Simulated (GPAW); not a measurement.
# Ballistic transport through pyrazine between two Pd chains, from relaxation to T(E)

How well does pyrazine between two Pd chains conduct once its atoms have relaxed, and how much do cheaper levels lose?

Main program and level: GPAW 26.7.0; GPAW LCAO, PAW setups; relaxation of the junction within the symmetry of its start, lead ends held, in the first sound run; inputs show where later runs differ.

### 1. Set-up

The cell holds 26 atoms: 16 Pd, 2 N, 4 H and 4 C. Cell: a = 10.631 Å, b = 9.000 Å, c = 44.416 Å, α = 90.0°, β = 90.0°, γ = 90.0°. Regions: left lead, 8 atoms (8 Pd); channel, 10 atoms (2 N, 4 H and 4 C); right lead, 8 atoms (8 Pd). Vacuum lies along a and b. The structure is stacked along c, and the current runs across the ab planes.

### 2. Relaxing the atoms

Transmission follows bond lengths closely, so the atoms between the held lead ends are relaxed first, within whatever symmetry the start has.

File run.py:

```python
import json
from ase import Atoms
from ase.constraints import FixAtoms
from ase.optimize import BFGS
from gpaw import GPAW, FermiDirac

device = Atoms(
    ['Pd', 'Pd', 'Pd', 'Pd', 'Pd', 'Pd', 'Pd', 'Pd', 'N', 'H', 'H', 'C', 'C', 'C', 'C', 'H', 'H', 'N', 'Pd', 'Pd', 'Pd', 'Pd', 'Pd', 'Pd', 'Pd', 'Pd'],
    positions=[
        [5.31574, 4.50000, 1.25000],
        [5.31574, 4.50000, 3.75000],
        [5.31574, 4.50000, 6.25000],
        [5.31574, 4.50000, 8.75000],
        [5.31574, 4.50000, 11.25000],
        [5.31574, 4.50000, 13.75000],
        [5.31574, 4.50000, 16.25000],
        [5.31574, 4.50000, 18.75000],
        [5.31574, 4.50000, 20.79000],
        [7.38147, 4.50000, 20.94845],
        [3.25000, 4.50000, 20.94845],
        [4.17383, 4.50000, 21.51522],
        [6.45764, 4.50000, 21.51522],
        [4.17383, 4.50000, 22.90043],
        [6.45764, 4.50000, 22.90043],
        [3.25000, 4.50001, 23.46720],
        [7.38147, 4.50000, 23.46720],
        [5.31574, 4.50000, 23.62565],
        [5.31574, 4.50000, 25.66565],
        [5.31574, 4.50000, 28.16565],
        [5.31574, 4.50000, 30.66565],
        [5.31574, 4.50000, 33.16565],
        [5.31574, 4.50000, 35.66565],
        [5.31574, 4.50000, 38.16565],
        [5.31574, 4.50000, 40.66565],
        [5.31574, 4.50000, 43.16565]],
    cell=[[10.63147, 0.0, 0.0], [0.0, 9.0, 0.0], [0.0, 0.0, 44.41565]],
    pbc=True)

device.set_constraint(FixAtoms([0, 1, 2, 3, 4, 5, 6, 19, 20, 21, 22, 23, 24, 25]))
device.calc = GPAW(mode='lcao', basis='dzp', xc='PBE', h=0.18,
                   kpts={'size': (1, 1, 2), 'gamma': True},
                   symmetry={'tolerance': 1e-3, 'extra_ids': [1, 1, 1, 1, 1, 1, 1, 0, 0, 0, 0, 0, 0, 0, 0, 0, 0, 0, 0, 1, 1, 1, 1, 1, 1, 1]},
                   occupations=FermiDirac(0.1), maxiter=250,
                   mixer=dict(beta=0.1, nmaxold=8, weight=100.0),
                   convergence=dict(density=0.0001), txt='relax.txt')
path = []
opt = BFGS(device, maxstep=0.15)
opt.attach(lambda: path.append((device.get_potential_energy(), device.positions.tolist(), device.get_forces().tolist())))
relaxed = bool(opt.run(fmax=0.05, steps=50))
json.dump(dict(relaxed=relaxed, path=path, positions=device.positions.tolist(), moments=device.get_magnetic_moments().tolist(),
               forces=device.get_forces(apply_constraint=False).tolist()), open('result.json', 'w'))
```

Launch:

```bash
$ OMP_NUM_THREADS=1 OPENBLAS_NUM_THREADS=1 python run.py
```

The program printed:

```text
Step          Energy          fmax
BFGS:    0      -77.529437        0.836568
BFGS:    1      -77.568806        0.582796
BFGS:    2      -77.603689        0.243805
BFGS:    3      -77.610688        0.173286
BFGS:    4      -77.612625        0.085632
BFGS:    5      -77.613119        0.065131
BFGS:    6      -77.612732        0.128464
BFGS:    7      -77.613204        0.092146
BFGS:    8      -77.612315        0.157544
BFGS:    9      -77.613192        0.150514
BFGS:   10      -77.552679        1.671654
BFGS:   11      -77.613101        0.054637
BFGS:   12      -77.613240        0.078308
BFGS:   13      -77.613018        0.033016
```

It took 31 min on 1 thread of Arm Neoverse V2, shared host; peak memory 2.6 GiB.

Relaxation path:

```
step  energy less that of the first step (eV)  largest force (eV/Å)
   1                                   0.0000                0.8366
   2                                  -0.0410                0.5828
   3                                  -0.0757                0.2438
   4                                  -0.0826                0.1733
   5                                  -0.0844                0.0856
   6                                  -0.0846                0.0651
   7                                  -0.0838                0.1285
   8                                  -0.0846                0.0921
   9                                  -0.0842                0.1575
  10                                  -0.0847                0.1505
  11                                  -0.0210                1.6717
  12                                  -0.0843                0.0546
  13                                  -0.0846                0.0783
  14                                  -0.0847                0.0330
```

The atoms that moved most (Å):

```csv
atom,dx,dy,dz,length
H11,-0.038,0.000,-0.009,0.039
H16,-0.038,0.000,0.009,0.039
H10,0.038,0.000,-0.009,0.039
H17,0.038,0.000,0.009,0.039
Pd8,0.000,0.000,-0.028,0.028
Pd19,0.000,0.000,0.028,0.028
C12,-0.016,0.000,-0.004,0.017
C14,-0.016,0.000,0.004,0.017
```

Final coordinates:

```cif
data_structure
_symmetry_space_group_name_H-M 'P 1'
_symmetry_Int_Tables_number 1
_cell_length_a 10.6315
_cell_length_b 9.0000
_cell_length_c 44.4157
_cell_angle_alpha 90.000
_cell_angle_beta 90.000
_cell_angle_gamma 90.000
_cell_volume 4249.83
loop_
_atom_site_label
_atom_site_type_symbol
_atom_site_fract_x
_atom_site_fract_y
_atom_site_fract_z
_atom_site_occupancy
Pd1 Pd 0.50000 0.50000 0.02814 1
Pd2 Pd 0.50000 0.50000 0.08443 1
Pd3 Pd 0.50000 0.50000 0.14072 1
Pd4 Pd 0.50000 0.50000 0.19700 1
Pd5 Pd 0.50000 0.50000 0.25329 1
Pd6 Pd 0.50000 0.50000 0.30958 1
Pd7 Pd 0.50000 0.50000 0.36586 1
Pd8 Pd 0.50000 0.50000 0.42153 1
N9 N 0.50000 0.50000 0.46775 1
H10 H 0.69790 0.50000 0.47144 1
H11 H 0.30210 0.50000 0.47144 1
C12 C 0.39109 0.50000 0.48431 1
C13 C 0.60891 0.50000 0.48431 1
C14 C 0.39109 0.50000 0.51569 1
C15 C 0.60891 0.50000 0.51569 1
H16 H 0.30210 0.50000 0.52856 1
H17 H 0.69790 0.50000 0.52856 1
N18 N 0.50000 0.50000 0.53225 1
Pd19 Pd 0.50000 0.50000 0.57847 1
Pd20 Pd 0.50000 0.50000 0.63414 1
Pd21 Pd 0.50000 0.50000 0.69042 1
Pd22 Pd 0.50000 0.50000 0.74671 1
Pd23 Pd 0.50000 0.50000 0.80300 1
Pd24 Pd 0.50000 0.50000 0.85928 1
Pd25 Pd 0.50000 0.50000 0.91557 1
Pd26 Pd 0.50000 0.50000 0.97186 1
```

The relaxation lowered the energy of the cell by 0.0847 eV (energies extrapolated to zero smearing; the optimiser's log prints free energies). The largest force left on a free atom is 0.033 eV/Å.

### 3. Double-zeta polarised basis

The script solves lead and junction separately, takes H and S in the orbital basis, and joins semi-infinite leads through their self-energies; the dzp basis is the working standard.

This step: GPAW LCAO, PAW setups; Landauer transmission from Green's functions with principal layers (ASE), zero bias (GPAW 26.7.0).

File run.py:

```python
import json
import numpy as np
from ase import Atoms
from ase.transport.calculators import TransportCalculator
from gpaw import GPAW, FermiDirac
from gpaw.lcao.tools import get_lcao_hamiltonian
from scipy.linalg import eigh

# The junction with lead layers at both ends, along the third cell vector
device = Atoms(
    ['Pd', 'Pd', 'Pd', 'Pd', 'Pd', 'Pd', 'Pd', 'Pd', 'N', 'H', 'H', 'C', 'C', 'C', 'C', 'H', 'H', 'N', 'Pd', 'Pd', 'Pd', 'Pd', 'Pd', 'Pd', 'Pd', 'Pd'],
    positions=[
        [5.31574, 4.50000, 1.25000],
        [5.31574, 4.50000, 3.75000],
        [5.31574, 4.50000, 6.25000],
        [5.31574, 4.50000, 8.75000],
        [5.31574, 4.50000, 11.25000],
        [5.31574, 4.50000, 13.75000],
        [5.31574, 4.50000, 16.25000],
        [5.31574, 4.50000, 18.72241],
        [5.31574, 4.50000, 20.77522],
        [7.41969, 4.50000, 20.93939],
        [3.21178, 4.50000, 20.93939],
        [4.15786, 4.50000, 21.51107],
        [6.47361, 4.50000, 21.51107],
        [4.15786, 4.50000, 22.90458],
        [6.47361, 4.50000, 22.90458],
        [3.21178, 4.50001, 23.47626],
        [7.41969, 4.50000, 23.47626],
        [5.31574, 4.50000, 23.64043],
        [5.31574, 4.50000, 25.69324],
        [5.31574, 4.50000, 28.16565],
        [5.31574, 4.50000, 30.66565],
        [5.31574, 4.50000, 33.16565],
        [5.31574, 4.50000, 35.66565],
        [5.31574, 4.50000, 38.16565],
        [5.31574, 4.50000, 40.66565],
        [5.31574, 4.50000, 43.16565]],
    cell=[[10.63147, 0.0, 0.0], [0.0, 9.0, 0.0], [0.0, 0.0, 44.41565]],
    pbc=True)

# One principal layer of the lead: the first 5 atoms of the device
lead = Atoms(
    ['Pd', 'Pd', 'Pd', 'Pd', 'Pd'],
    positions=[
        [5.31574, 4.50000, 1.25000],
        [5.31574, 4.50000, 3.75000],
        [5.31574, 4.50000, 6.25000],
        [5.31574, 4.50000, 8.75000],
        [5.31574, 4.50000, 11.25000]],
    cell=[[10.63147, 0.0, 0.0], [0.0, 9.0, 0.0], [0.0, 0.0, 12.5]],
    pbc=True)

settings = dict(mode='lcao', basis='dzp', xc='PBE', h=0.18,
                occupations=FermiDirac(0.1), maxiter=250,
                mixer=dict(beta=0.1, nmaxold=8, weight=100.0),
                convergence=dict(density=0.0001))
energies = np.arange(-2, 2 + 1e-9, 0.025)
eta = 0.0001
n1, n2 = 1, 1
# k and -k transmit alike, so half of the mesh across the current serves
mesh = [(i, j) for i in range(n1) for j in range(n2) if (i, j) <= (-i % n1, -j % n2)]
weights = np.array([1 if (i, j) == (-i % n1, -j % n2) else 2 for i, j in mesh]) / (n1 * n2)

# [... helper functions left out ...]
fermi_lead = ground_state(lead, (1, 1, 9), 'lead.txt')
fermi_device = ground_state(device, (1, 1, 2), 'device.txt')
# [... loop over the mesh left out, but for ...]
        # Shift the lead onto the potential of the device's first layer
        shift = ((H[:, 0, 0] - H0[:, 0, 0]) / S0[0, 0]).real.mean()
# [...]
kT = 8.617333e-5 * 300
bias = [0.1, 0.2, 0.5, 1.0, 1.5, 2.0]
# [... integrals and printing left out ...]
```

The program printed:

```text
basis functions: device 530, principal layer 135
Fermi level: lead -4.1775 eV, device -3.8890 eV; lead shifted by -0.0003 eV
largest coupling past the next layer 1.07e-04 eV, largest misfit of the first layer 0.060 eV
  E-E_F (eV)   T (one spin)  [channel counts left out]
    -2.000    1.4455e-01
    -1.975    1.4255e-01
    -1.950    1.4137e-01
    -1.925    1.4096e-01
    -1.900    1.4262e-01
    -1.875    1.4338e-01
    -1.850    1.4558e-01
    -1.825    1.4864e-01
    -1.800    1.5249e-01
    -1.775    1.5710e-01
    -1.750    1.6243e-01
    -1.725    1.6842e-01
    -1.700    1.7505e-01
    -1.675    1.8226e-01
    -1.650    1.9001e-01
    -1.625    1.9826e-01
[...]
1.825    7.3950e-03
     1.850    7.5696e-03
     1.875    7.7491e-03
     1.900    7.9338e-03
     1.925    8.1239e-03
     1.950    8.3196e-03
     1.975    8.5213e-03
     2.000    8.7292e-03
conductance at 300 K: 0.44288 G0 a cell; thermopower 23.26 uV/K
current from the zero-bias T(E) at 0.1 V: 3.3839 uA
current from the zero-bias T(E) at 0.2 V: 6.4916 uA
current from the zero-bias T(E) at 0.5 V: 13.464 uA
current from the zero-bias T(E) at 1.0 V: 23.488 uA
current from the zero-bias T(E) at 1.5 V: 34.237 uA
current from the zero-bias T(E) at 2.0 V: 44.32 uA
```

It took 7 min on 1 thread; peak memory 2.9 GiB.

Numbers from this step:

```
conductance                                    : 0.4429 G₀
largest coupling past the next principal layer : 1.07e-4 eV
largest misfit of the first principal layer    : 0.06034 eV
shift that aligns the lead                     : -2.53e-4 eV
basis functions of the junction                : 530
basis functions of a principal layer           : 135
transmission at the Fermi level (one spin)     : 0.4602
```

One spin. The transmission, zone mean by energy, zero at the Fermi level:

```csv
energy (eV),"transmission, zone mean"
-2.000,0.145
-1.900,0.143
-1.800,0.152
-1.700,0.175
-1.600,0.207
-1.500,0.247
-1.400,0.295
-1.300,0.353
-1.200,0.415
-1.100,0.471
-1.000,0.507
-0.900,0.523
-0.800,0.506
-0.700,0.531
-0.650,0.641
-0.600,0.551
-0.500,0.551
-0.400,0.504
-0.300,0.516
-0.200,0.531
-0.100,0.529
0.000,0.460
0.100,0.241
0.200,0.00355
0.300,6.6e-7
0.400,4.5e-4
0.500,0.00103
0.600,0.00155
0.700,0.00202
0.800,0.00246
0.900,0.00288
1.000,0.00328
1.100,0.00368
1.200,0.00410
1.300,0.00453
1.400,0.00498
1.500,0.00548
1.600,0.00601
1.700,0.00659
1.800,0.00723
1.900,0.00793
2.000,0.00873
```

Not self-consistent under bias; the bias window is split evenly. The current through one cell, from the zero-bias transmission by bias:

```csv
bias (V),"current through one cell, from the zero-bias transmission (μA)"
0.100,3.38
0.200,6.49
0.500,13.5
1.000,23.5
1.500,34.2
2.000,44.3
```

Table of transmission of the three most open eigenchannels by energy, zero at the Fermi level:

```
energy (eV)  channel 1  channel 2  channel 3
     -2.000      0.122     0.0212    0.00111
     -1.900      0.121     0.0203    0.00110
     -1.800      0.132     0.0196    0.00119
     -1.700      0.154     0.0192    0.00138
     -1.600      0.186     0.0190    0.00166
     -1.500      0.226     0.0191    0.00201
     -1.400      0.273     0.0195    0.00246
     -1.300      0.330     0.0204    0.00304
     -1.200      0.389     0.0218    0.00377
     -1.100      0.443     0.0238    0.00461
     -1.000      0.463     0.0349    0.00512
     -0.900      0.461     0.0506    0.00535
     -0.800      0.444     0.0547    0.00527
     -0.700      0.423     0.0805     0.0195
     -0.600      0.406      0.124     0.0147
     -0.500      0.394      0.143    0.00837
     -0.400      0.389      0.109    0.00472
     -0.300      0.389      0.120    0.00483
     -0.200      0.391      0.132    0.00505
     -0.100      0.374      0.146    0.00510
      0.000      0.294      0.160    0.00405
      0.100      0.159     0.0794    0.00121
      0.200    0.00355     7.2e-9    1.6e-11
      0.300     6.4e-7     1.2e-8    3.6e-12
      0.400     4.5e-4     7.6e-9          0
      0.500    0.00103     7.7e-9          0
      0.600    0.00155     7.8e-9          0
      0.700    0.00202     7.9e-9          0
      0.800    0.00246     8.0e-9          0
      0.900    0.00288     8.1e-9          0
      1.000    0.00328     8.3e-9          0
      1.100    0.00368     8.4e-9          0
      1.200    0.00410     8.5e-9          0
      1.300    0.00453     8.6e-9          0
      1.400    0.00498     8.7e-9          0
      1.500    0.00548     8.8e-9          0
      1.600    0.00601     8.9e-9          0
      1.700    0.00659     9.0e-9          0
      1.800    0.00723     9.0e-9          0
      1.900    0.00793     9.1e-9          0
      2.000    0.00873     9.1e-9          0
```

Couplings past the next layer reach 1.1e-4 eV, small enough to drop; the matrix elements of the cell's first layer differ from the bulk lead's by up to 0.060 eV. That layer keeps its own values in the calculation, and only beyond it is the lead taken as perfect. The Fermi levels of lead and junction count from different zeros of potential, one for each periodic cell; with both set to zero, the small remaining shift is what aligns them. By hand: G = 0.4429 × 77.48 μS = 34.3 μS, a resistance of 29.1 kΩ; at 0.1 V a linear junction would pass 3.43 μA, and the integral over the bias window gives 3.38 μA.

### 4. Single-zeta polarised basis

The second zeta is dropped, the polarisation orbitals stay.

run.py: that of step 3 with these lines changed.

```diff
@@ -53,3 +53,3 @@
 
-settings = dict(mode='lcao', basis='dzp', xc='PBE', h=0.18,
+settings = dict(mode='lcao', basis='szp(dzp)', xc='PBE', h=0.18,
                 occupations=FermiDirac(0.1), maxiter=250,
```

The program printed:

```text
basis functions: device 310, principal layer 75
Fermi level: lead -4.3393 eV, device -4.1518 eV; lead shifted by -0.0007 eV
largest coupling past the next layer 1.09e-04 eV, largest misfit of the first layer 0.043 eV
  E-E_F (eV)   T (one spin)  [channel counts left out]
    -2.000    1.3150e-01
    -1.975    1.3204e-01
    -1.950    1.3349e-01
    -1.925    1.3576e-01
    -1.900    1.3917e-01
    -1.875    1.4319e-01
    -1.850    1.4811e-01
    -1.825    1.5390e-01
    -1.800    1.6055e-01
    -1.775    1.6807e-01
    -1.750    1.7647e-01
    -1.725    1.8577e-01
    -1.700    1.9596e-01
    -1.675    2.0705e-01
    -1.650    2.1905e-01
    -1.625    2.3195e-01
[...]
1.825    5.5416e-03
     1.850    5.6566e-03
     1.875    5.7743e-03
     1.900    5.8948e-03
     1.925    6.0182e-03
     1.950    6.1446e-03
     1.975    6.2744e-03
     2.000    6.4075e-03
conductance at 300 K: 0.33137 G0 a cell; thermopower 48.84 uV/K
current from the zero-bias T(E) at 0.1 V: 2.5018 uA
current from the zero-bias T(E) at 0.2 V: 4.7059 uA
current from the zero-bias T(E) at 0.5 V: 10.442 uA
current from the zero-bias T(E) at 1.0 V: 19.726 uA
current from the zero-bias T(E) at 1.5 V: 29.186 uA
current from the zero-bias T(E) at 2.0 V: 39.952 uA
```

The job ended after 4.5 min (1 thread; peak memory 2.7 GiB).

Numbers from this step:

* conductance: 0.3314 G₀
* largest coupling past the next principal layer: 1.09e-4 eV
* largest misfit of the first principal layer: 0.04252 eV
* shift that aligns the lead: -6.72e-4 eV
* basis functions of the junction: 310
* basis functions of a principal layer: 75
* transmission at the Fermi level (one spin): 0.3617

One spin. Table of transmission, zone mean by energy, zero at the Fermi level:

energy (eV), transmission, zone mean and a bar:
```
   -2.000      0.132 ######
   -1.800      0.161 #######
   -1.600      0.246 ###########
   -1.400      0.383 #################
   -1.200      0.514 #######################
   -1.125      0.583 ##########################
   -1.000      0.551 ########################
   -0.800      0.674 ##############################
   -0.600      0.513 #######################
   -0.400      0.478 #####################
   -0.200      0.488 ######################
    0.000      0.362 ################
    0.200      0.000 
    0.400      0.001 
    0.600      0.002 
    0.800      0.002 
    1.000      0.003 
    1.200      0.003 
    1.400      0.004 
    1.600      0.005 
    1.800      0.005 
    2.000      0.006
```

Not self-consistent under bias; the bias window is split evenly. Table of current through one cell, from the zero-bias transmission by bias:

| bias (V) | current through one cell, from the zero-bias transmission (μA) |
| --- | --- |
| 0.100 | 2.50 |
| 0.200 | 4.71 |
| 0.500 | 10.4 |
| 1.000 | 19.7 |
| 1.500 | 29.2 |
| 2.000 | 40.0 |

The transmission of the three most open eigenchannels by energy, zero at the Fermi level:

```
energy (eV)  channel 1  channel 2  channel 3
     -2.000      0.115     0.0157    0.00103
     -1.900      0.123     0.0152    0.00105
     -1.800      0.144     0.0149    0.00117
     -1.700      0.180     0.0148    0.00140
     -1.600      0.229     0.0149    0.00175
     -1.500      0.292     0.0153    0.00222
     -1.400      0.364     0.0159    0.00286
     -1.300      0.436     0.0167    0.00366
     -1.200      0.492     0.0169    0.00455
     -1.100      0.519     0.0383    0.00827
     -1.000      0.514     0.0305    0.00578
     -0.900      0.484     0.0361    0.00575
     -0.800      0.443      0.125     0.0808
     -0.700      0.403     0.0762    0.00484
     -0.600      0.371      0.137    0.00434
     -0.500      0.351      0.109    0.00397
     -0.400      0.342      0.132    0.00377
     -0.300      0.338      0.146    0.00372
     -0.200      0.327      0.155    0.00370
     -0.100      0.280      0.186    0.00336
      0.000      0.219      0.137    0.00350
      0.100    0.00123     3.7e-9    4.6e-10
      0.200     3.7e-4    5.2e-10          0
      0.300     8.7e-4    5.0e-10          0
      0.400    0.00115    5.0e-10          0
      0.500    0.00138    5.1e-10          0
      0.600    0.00160    5.2e-10          0
      0.700    0.00184    5.3e-10          0
      0.800    0.00210    5.4e-10          0
      0.900    0.00237    5.6e-10          0
      1.000    0.00265    5.7e-10          0
      1.100    0.00294    5.9e-10          0
      1.200    0.00324    6.1e-10          0
      1.300    0.00356    6.2e-10          0
      1.400    0.00389    6.4e-10          0
      1.500    0.00424    6.6e-10          0
      1.600    0.00460    6.8e-10          0
      1.700    0.00500    6.9e-10          0
      1.800    0.00543    7.1e-10          0
      1.900    0.00589    7.3e-10          0
      2.000    0.00641    7.5e-10          0
```

The conductance, 0.331 G₀, lies 25 % below that of the dzp run.

(Continued in part 2 of 2.)

[Logs are printed without paths, hosts, clocks, repeated set-up lines and the standing remarks that a program may print on its own settings, such as how far it seeks lower states.]

[Hosts, paths, dates, database ids (printed as entryN), source tags and the programs' standing remarks are cut or masked in the printed files.]
